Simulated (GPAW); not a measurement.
# MnO2 (P-3m1): the O K absorption edge, part 2 of 3

Aim: the near-edge shape at the O K edge of MnO2 (P-3m1), and what the core hole does to it.

GPAW 26.7.0; X-ray absorption from dipole matrix elements to empty bands, plane-wave PAW LDA+U.

So far. Step 2 (The field without a hole): The mesh shows a gap of 1.93 eV, so the hole is first treated in a charged cell, without the excited electron. Step 3 (Spectrum without a core hole, O atom 2): Main maxima below 24 eV (height): 0.9 eV (3.27), 3.3 eV (2.11) and 14.2 eV (1.84). A K edge sees empty p states; the first features are O p mixed into the empty d states of the Mn neighbours, and the broad ones above probably into the cations' higher empty bands.

## 5. Spectrum with FCH, O atom 2

The holes are 5.4 Å apart. In GPAW the data set carries the hole's charge, so charge=0 means a charged cell and charge=-1 a neutral one. The excited electron is left out and a uniform background balances the charge. After the field has converged, empty bands are computed with the density fixed and the dipole matrix elements are summed.

xas.py

```python
import numpy as np
from ase import Atoms
from ase.parallel import parprint, paropen
from gpaw import GPAW, PW, FermiDirac, Mixer, MixerDif, setup_paths
from gpaw.test import gen
setup_paths.insert(0, '.')
gen('O', name='fch1s', xcname='LDA', corehole=(1, 0, 1), write_xml=True)
from gpaw.mpi import world
world.barrier()

atoms = Atoms('Mn4O8',
    cell=[[-1.42828909, -2.47386927, -4.60137406],
     [1.42828909, 2.47386927, -4.60137406],
     [5.71315636, 0, 0]],
    scaled_positions=[[0.75, 0.75, 0],
     [0.25, 0.25, 0],
     [0.75, 0.75, 0.5],
     [0.25, 0.25, 0.5],
     [0.31352038, 0.98018705, 0.83333333],
     [0.81352038, 0.48018705, 0.83333333],
     [0.31352038, 0.98018705, 0.33333333],
     [0.81352038, 0.48018705, 0.33333333],
     [0.68647962, 0.01981295, 0.16666667],
     [0.18647962, 0.51981295, 0.16666667],
     [0.68647962, 0.01981295, 0.66666667],
     [0.18647962, 0.51981295, 0.66666667]],
    magmoms=[4.0, 4.0, 4.0, 4.0, 0.0, 0.0, 0.0, 0.0, 0.0, 0.0, 0.0, 0.0],
    pbc=True)
atoms.calc = calc = GPAW(legacy_gpaw=True, mode=PW(500, force_complex_dtype=True), xc='LDA', setups={'Mn': ':d,3.9', 4: 'fch1s'},
    kpts={'size': (3, 3, 3), 'gamma': True}, occupations=FermiDirac(0.02),
    charge=0, mixer=MixerDif(0.05, 8, 50), maxiter=150,
    convergence={'density': 0.0001, 'eigenstates': 1e-6}, txt='scf.txt')
energy = atoms.get_potential_energy() + calc.get_reference_energy()
ef = calc.get_fermi_level()
out = dict(energy=energy, fermi=ef, forces=atoms.get_forces().tolist(), magmoms=atoms.get_magnetic_moments().tolist())
parprint(f'all-electron energy {energy:.4f} eV, Fermi level {ef:.4f} eV')
ev = np.array([[calc.get_eigenvalues(k, s) for k in range(len(calc.get_ibz_k_points()))] for s in range(calc.get_number_of_spins())])
out['homo'], out['lumo'], out['counts'] = ev[ev < ef].max(), ev[ev > ef].min(), sorted(set((ev < ef).sum((0, 2)).tolist()))
out['filled'] = (ev[:, 0] < ef).sum(1).tolist()

from ase.units import Ha
from gpaw.xas import dipole_matrix_elements
nb = int(calc.get_number_of_electrons() / 2) + 100
top, nb = nb, nb + 8 + nb // 12
nscf = calc.fixed_density(kpts={'size': (4, 4, 4), 'gamma': True}, nbands=nb,
    convergence={'bands': top, 'eigenstates': 5e-3}, maxiter=60, txt='nscf.txt')
cell = atoms.cell.array
ops = [cell.T @ U.T @ np.linalg.inv(cell.T) for U in nscf.wfs.kd.symmetry.op_scc]
filled = [60, 48]  # bands filled in the ground state, by spin
E = np.arange(-6, 34, 0.1)
fwhm = np.interp(E, [4, 25], [0.9, 3.5])
Y, X, zero, highest = 0, 0, 1e9, 1e9
for spin in range(nscf.get_number_of_spins()):
    wfs = nscf.wfs
    mine = wfs.bd.get_slice()  # this rank's bands
    A = dipole_matrix_elements(wfs.setups[4])
    eps = np.zeros((wfs.kd.nibzkpts, nb))
    d = np.zeros((3, A.shape[1], wfs.kd.nibzkpts, nb), complex)
    for kpt in wfs.kpt_u:
        if kpt.s == spin and 4 in kpt.P_ani:
            eps[kpt.k, mine] = kpt.eps_n * Ha
            d[:, :, kpt.k, mine] = (kpt.weight * wfs.nspins / 2) ** 0.5 * np.inner(A, kpt.P_ani[4])
    world.sum(eps)
    world.sum(d)
    T = np.einsum('amkn,bmkn->abkn', d, d.conj()).real
    T = sum(np.einsum('ai,ijkn,bj->abkn', R, T, R) for R in ops) / len(ops)
    empty = np.ones_like(eps, bool) & (np.arange(nb) >= filled[spin])
    zero, highest = min(zero, eps[empty].min()), min(highest, eps[:, top - 1].min())
    lines = [(eps, T, empty)] if spin == 0 else lines + [(eps, T, empty)]
for eps, T, empty in lines:
    f = np.einsum('aakn->akn', T).reshape(3, -1)
    x = eps.ravel() - zero
    w = np.interp(x, E, fwhm) / 2.35482
    g = np.exp(-0.5 * ((E[:, None] - x) / w) ** 2) / (w * (2 * np.pi) ** 0.5)
    Y = Y + (f * empty.ravel()) @ g.T
    X = X + (f * ~empty.ravel()) @ g.T
out.update(E=E.round(2).tolist(), xas=Y.tolist(), xes=X.tolist(), zero=zero, valid=highest - zero, nk=len(eps), nb=nb)
for i in range(0, len(E), 10):
    parprint(f'{E[i]:7.2f}', *(f'{v:10.3e}' for v in Y[:, i]))
import json
with paropen('out.json', 'w') as f:
    json.dump(out, f)
```

The run is started by

```console
$ OMP_NUM_THREADS=1 mpirun -n 4 gpaw python xas.py
```

Numbers of over 12 decimals in the logs are rounded to 6 here.

Output:

```text
Input parameters:
  convergence: {density: 0.0001,
                eigenstates: 1e-06}
  kpts: {gamma: True,
         size: (3, 3, 3)}
  maxiter: 150
  mixer: {backend: pulay,
          beta: 0.05,
          method: difference,
          nmaxold: 8,
          weight: 50}
  mode: {ecut: 500.0,
         force_complex_dtype: True,
         name: pw}
  occupations: {fixmagmom: False,
                name: fermi-dirac,
                width: 0.02}
  setups: {4: fch1s,
           Mn: :d,3.9}

Initialize ...

[... PAW data sets ...]

Reference energy: -141494.485717  # eV

Spin-polarized calculation.
Initial magnetic moment: 16.000000

[... convergence settings ...]
Symmetries present (total): 1
  [... symmetry matrices ...]

27 k-points: 3 x 3 x 3 Monkhorst-Pack grid
14 k-points in the irreducible part of the Brillouin zone
       k-points in crystal coordinates                weights
   0:     0.00000000    0.00000000    0.00000000          1/27
   1:     0.00000000    0.00000000    0.33333333          2/27
   2:     0.00000000    0.33333333   -0.33333333          2/27
   3:     0.00000000    0.33333333    0.00000000          2/27
   4:     0.00000000    0.33333333    0.33333333          2/27
   5:     0.33333333   -0.33333333   -0.33333333          2/27
   6:     0.33333333   -0.33333333    0.00000000          2/27
   7:     0.33333333   -0.33333333    0.33333333          2/27
   8:     0.33333333    0.00000000   -0.33333333          2/27
   9:     0.33333333    0.00000000    0.00000000          2/27
          ...
  13:     0.33333333    0.33333333    0.33333333          2/27

Wave functions: Plane wave expansion
  Cutoff energy: 500.000 eV
  Number of coefficients (min, max): 3274, 3333
  Pulay-stress correction: 0.000000 eV/Ang^3 (de/decut=0.000000)
  Using FFTW library
  Wavefunction extrapolation:
    Improved wavefunction reuse through dual PAW basis

Occupation numbers: Fermi-Dirac:
  width: 0.0200  # eV

Eigensolver
   Davidson(niter=2)

Densities:
  Coarse grid: 28*28*30 grid
  Fine grid: 56*56*60 grid
  Total Charge: 1.000000

Density mixing:
  Method: difference
  Backend: pulay
  Linear mixing parameter: 0.05
  old densities: 8
  Width of damping distribution: 1.1
  Damping of long wavelength oscillations: 50

[... Hamiltonian set-up ...]
Number of atoms: 12
Number of atomic orbitals: 84
Number of bands in calculation: 79
Number of valence electrons: 108
Bands to converge: occupied

... initialized

Initializing position-dependent things.

Density initialized from atomic densities
Creating initial wave functions:
  79 bands from LCAO basis set

        Mn  O  Mn  O

       O      O
                O      O

        Mn O   Mn O

Atomic positions and initial magnetic moments

Positions:
   0 Mn    -0.000000    0.000000   -6.902061    ( 0.0000,  0.0000,  4.0000)
   1 Mn     0.000000    0.000000   -2.300687    ( 0.0000,  0.0000,  4.0000)
   2 Mn     2.856578    0.000000   -6.902061    ( 0.0000,  0.0000,  4.0000)
   3 Mn     2.856578    0.000000   -2.300687    ( 0.0000,  0.0000,  4.0000)
   4 O      5.713156    1.649246   -5.952832    ( 0.0000,  0.0000,  0.0000)
   5 O      4.284867   -0.824623   -5.952832    ( 0.0000,  0.0000,  0.0000)
   6 O      2.856578    1.649246   -5.952832    ( 0.0000,  0.0000,  0.0000)
   7 O      1.428289   -0.824623   -5.952832    ( 0.0000,  0.0000,  0.0000)
   8 O      0.000000   -1.649246   -3.249916    ( 0.0000,  0.0000,  0.0000)
   9 O      1.428289    0.824623   -3.249916    ( 0.0000,  0.0000,  0.0000)
  10 O      2.856578   -1.649246   -3.249916    ( 0.0000,  0.0000,  0.0000)
  11 O      4.284867    0.824623   -3.249916    ( 0.0000,  0.0000,  0.0000)

Unit cell:
           periodic     x           y           z      points  spacing
  1. axis:    yes   -1.428289   -2.473869   -4.601374    28     0.1556
  2. axis:    yes    1.428289    2.473869   -4.601374    28     0.1556
[...]
iter:  15  -127.974140c  -4.44  -3.34    +12.0000
iter:  16  -127.973350c  -4.74  -3.22    +12.0000
iter:  17  -127.973337c  -5.44  -3.86    +12.0000
iter:  18  -127.973350c  -7.17c -4.09c   +12.0000

Converged after 18 iterations.

Dipole moment: (0.246138, 0.246956, 0.079279) |e|*Ang

Total magnetic moment: (0.000000, 0.000000, 12.000000)
Local magnetic moments:
   0 Mn ( 0.000000,  0.000000,  3.188379)
   1 Mn ( 0.000000,  0.000000,  3.188567)
   2 Mn ( 0.000000,  0.000000,  3.130336)
   3 Mn ( 0.000000,  0.000000,  3.185376)
   4 O  ( 0.000000,  0.000000, -0.157571)
   5 O  ( 0.000000,  0.000000, -0.075072)
   6 O  ( 0.000000,  0.000000, -0.076287)
   7 O  ( 0.000000,  0.000000, -0.076253)
   8 O  ( 0.000000,  0.000000, -0.063095)
   9 O  ( 0.000000,  0.000000, -0.169056)
  10 O  ( 0.000000,  0.000000, -0.062237)
  11 O  ( 0.000000,  0.000000, -0.062253)

Energy contributions relative to reference atoms: (reference = -141494.485717)

Kinetic:        +57.998133
Potential:      -82.975360
External:        +0.000000
XC:            -103.219448
Entropy (-ST):   -0.000000
Local:           +0.223326
SIC:             +0.000000
--------------------------
Free energy:   -127.973350
Extrapolated:  -127.973350

Spin contamination: 2.391281 electrons
Showing only first 2 kpts
                      Up                     Down
 Kpt  Band  Eigenvalues  Occupancy  Eigenvalues  Occupancy
  0    52      1.26639    1.00000      5.94229    0.00000
  0    53      1.49676    1.00000      6.37433    0.00000
  0    54      1.65087    1.00000      6.56614    0.00000
  0    55      1.89235    1.00000      6.58309    0.00000

  1    52      1.44148    1.00000      6.28368    0.00000
  1    53      1.70625    1.00000      6.42953    0.00000
  1    54      1.87327    1.00000      6.48412    0.00000
  1    55      2.16227    1.00000      6.56865    0.00000

Fermi level: 3.42324

Gap: 1.565 eV
Transition (v -> c):
  (s=0, k=4, n=59, [0.00, 0.33, 0.33]) -> (s=0, k=13, n=60, [0.33, 0.33, 0.33])
Direct/indirect transitions are different
Direct gap: 1.600 eV
Transition at: (s=0, k=4, n=59, [0.00, 0.33, 0.33])

Forces in eV/Ang:
  0 Mn    0.01977   -2.24077   -0.95146
  1 Mn    1.95095    1.10319   -0.95346
  2 Mn   -0.01741    0.00992   -0.04544
  3 Mn   -1.95381    1.12766   -0.98623
  4 O    -0.00697    0.00214    1.64163
  5 O     0.14537   -0.08494   -0.27085
  6 O     0.00041    0.17091   -0.25950
  7 O    -0.14867   -0.08732   -0.25991
  8 O    -0.31002    0.18034    0.47888
  9 O    -0.00587    0.00468    0.64655
 10 O     0.31199    0.16609    0.45237
 11 O     0.01333   -0.35168    0.45187
Scalar-relativistic atomic LDA calculation for O (Oxygen, Z=8)
Core hole in 1s state (1s occupation: 1.0)
300 radial gridpoints.
|------------------------------------------------|
|------------------------------------------------|
[... the atom generator's iteration count ...]

Energy contributions:
-------------------------
Kinetic:      +54.046737
XC:            -5.876031
Potential:   -102.458324
-------------------------
Total:        -54.287618

state      eigenvalue         ekin         rmax
-----------------------------------------------
1s^1.0 :   -21.731873    30.611423        0.127
2s^2.0 :    -1.594915     4.066245        0.801
2p^4.0 :    -1.067100     3.825706        0.682
-----------------------------------------------
(units: Bohr and Hartree)

Generating PAW setup
Kinetic energy of the core from tauc = 30.636371
Cutoffs:
rc(s)=1.300
rc(p)=1.130
rc(d)=1.170
rc(vbar)=1.300
rc(comp)=1.260
rc(nct)=1.300

Kinetic energy of the core states: 30.611423
Charge: 1.0
Core electrons: 1.0
Valence electrons: 6.0
Pseudo-core charge: 0.000198
Shape function alpha=6.299
Pseudo-electron charge 5.280306
state    eigenvalue         norm
--------------------------------
2s(2) :    -1.594915     1.065643
*s    :    -0.594915
2p(4) :    -1.067100     0.787205
*p    :    -0.067100
*d    :     0.000000
--------------------------------

Diagonalizing with gridspacing h=0.050

state   all-electron     PAW
-------------------------------
2s:      -1.594915    -1.596334
2p:      -1.067100    -1.073375
*d:                   -0.060686
*f:                   -0.013559
-------------------------------
all-electron energy -141622.4591 eV, Fermi level 3.4232 eV
  -6.00  3.043e-59  1.884e-59  1.807e-59
  -5.00  7.667e-43  5.029e-43  5.440e-43
  -4.00  2.118e-29  1.489e-29  1.868e-29
  -3.00  6.567e-19  5.025e-19  7.486e-19
  -2.00  2.412e-11  2.041e-11  3.643e-11
  -1.00  1.229e-06  1.146e-06  2.297e-06
  -0.00  1.668e-04  1.634e-04  2.078e-04
[...]
31.00  9.910e-05  9.906e-05  8.193e-05
  32.00  1.269e-04  1.267e-04  7.356e-05
  33.00  1.540e-04  1.534e-04  7.042e-05
```

Run time: 2.8 min. Hardware: 4 MPI ranks of Intel Xeon Platinum 8488C (Sapphire Rapids), shared host; peak memory 0.67 GiB.

The O K spectrum, O atom 2, full core hole (charged cell) (energy from the lowest empty level; intensity scaled to a mean of 1 over the first 20 eV; polarised curves are means over the symmetry-equivalent atoms):

```
E (eV)  isotropic  ε ⊥ c  ε ∥ c
  -2.0       0.00   0.00   0.00
  -1.4       0.00   0.00   0.00
  -0.8       0.05   0.04   0.08
  -0.2       0.86   0.73   1.12
   0.4       2.23   2.48   1.73
   1.0       1.62   2.01   0.85
   1.6       1.20   1.17   1.26
   2.2       0.97   0.91   1.08
   2.8       1.25   1.30   1.15
   3.4       1.22   1.58   0.49
   4.0       0.22   0.30   0.06
   4.6       0.01   0.01   0.00
   5.2       0.00   0.00   0.00
   5.8       0.00   0.01   0.00
   6.4       0.03   0.03   0.03
   7.0       0.09   0.09   0.08
   7.6       0.20   0.21   0.19
   8.2       0.40   0.41   0.39
   8.8       0.68   0.69   0.66
   9.4       1.03   1.09   0.91
  10.0       1.33   1.46   1.06
  10.6       1.52   1.71   1.14
  11.2       1.66   1.87   1.22
  11.8       1.79   1.99   1.39
  12.4       1.93   2.07   1.63
  13.0       2.01   2.09   1.85
  13.6       2.01   2.08   1.87
  14.2       1.90   2.00   1.70
  14.8       1.65   1.74   1.48
  15.4       1.33   1.32   1.36
  16.0       1.05   0.93   1.27
  16.6       0.84   0.68   1.16
  17.2       0.70   0.55   0.99
  17.8       0.59   0.50   0.79
  18.4       0.54   0.50   0.61
  19.0       0.52   0.54   0.48
  19.6       0.53   0.59   0.41
  20.2       0.54   0.62   0.37
  20.8       0.54   0.62   0.37
  21.4       0.54   0.61   0.41
  22.0       0.54   0.57   0.49
  22.6       0.55   0.51   0.61
  23.2       0.55   0.45   0.74
  23.8       0.55   0.40   0.87
  24.4       0.56   0.36   0.96
  25.0       0.57   0.35   1.00
  25.6       0.57   0.36   0.98
  26.2       0.56   0.38   0.92
  26.8       0.55   0.40   0.85
  27.4       0.54   0.42   0.78
  28.0       0.54   0.45   0.73
  28.6       0.56   0.48   0.71
  29.2       0.58   0.52   0.70
  29.8       0.62   0.59   0.70
  30.4       0.68   0.67   0.68
  31.0       0.74   0.78   0.65
  31.6       0.81   0.91   0.61
```

Main maxima below 24 eV (height): 0.5 eV (2.26), 3.1 eV (1.48) and 13.3 eV (2.03). 

The hole costs E(hole) − E(ground) = 520.14 eV, and the lowest empty level of the hole cell on the spectrum's mesh lies at 4.53 eV, which puts the zero at 524.67 eV.

(Part 2 of 3 ends here.)

[Banner, clock and machine lines of the logs are left out without a mark of their own.]

[Logs are printed without paths, hosts, clocks, repeated set-up lines and the standing remarks that a program may print on its own settings, such as how far it seeks lower states.]

[Hosts, paths, dates, database ids (printed as entryN), source tags and the programs' standing remarks are cut or masked in the printed files.]

[Lists of maxima count a maximum above −3 eV only where it reaches 4 % of the highest in the window and stands out from its surroundings by 2 % of it (1.5 % where it reaches 55 %); shoulders and weaker maxima are passed over, and of the rest the first, up to two pre-edge ones and the few strongest are named.]
